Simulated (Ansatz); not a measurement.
# Gap against strain: armchair BP nanoribbon (N = 6, H edges)

How it was computed: Ansatz 0.2.0, plane waves with PAW datasets, PBE, Fermi-Dirac smearing of 0.05 eV, no spin-orbit coupling. The period is scaled from its relaxed value of 5.590 Å and the atoms relax, within the symmetry of the start, at each strain ε (in %); gaps, in eV, are read on a band path.

```tsv
period (Å)	energy (eV a cell)	place of the conduction minimum (Γ = 0, Z = 1)	ε	gap
5.366	+0.302	0.00	−4	1.044
5.478	+0.074	0.00	−2	1.104
5.590	0.000	0.00	0	1.165
5.702	+0.070	0.00	2	1.226
5.814	+0.273	0.00	4	1.288
```

One run is withheld: period (Å) = 5.925, with ε = 6. Fit a straight line gap = a + b × ε to the 5 rows shown and predict it.

**Fit.** The means are 0 for ε and 1.165 for gap. The sum of products of deviations is 1.22 and the sum of squares in ε is 40, so b = 1.22 / 40 = 0.03049 and a = 1.165 − (0.03049) × 0 = 1.165. The residuals' standard deviation, with 3 degrees of freedom, is σ = 0.00028.

**Prediction.** gap = 1.165 + (0.03049) × 6 = 1.348. The run gave 1.35, so the prediction less the run is −0.0012. The standard error of a prediction there, σ√(1 + 1/5 + (6 − 0)²/40), is 0.00041, and the miss is 2.8 times that, for a point outside the fitted range. With so few rows σ is itself uncertain.

The gap widens at every step from compression to tension.

**Limits.** Kohn-Sham gaps of a wire among periodic images, which in a check on one flat ribbon (7 Å apart) lowered the gap by 0.2 eV and flattened the slope; the slope b × 100 is a mean deformation potential of the gap, in eV per unit strain. Between neighbouring runs it lies between 3.0 and 3.1 eV. The unstrained row comes from a denser mesh than the others, which shifts its energy a little. Series of this kind are told only where this holds: a gap at every strain (compound wires with polar facets were set aside first). 88 of 101 did.

[Logs are printed without paths, hosts, clocks, repeated set-up lines and the standing remarks that a program may print on its own settings, such as how far it seeks lower states.]
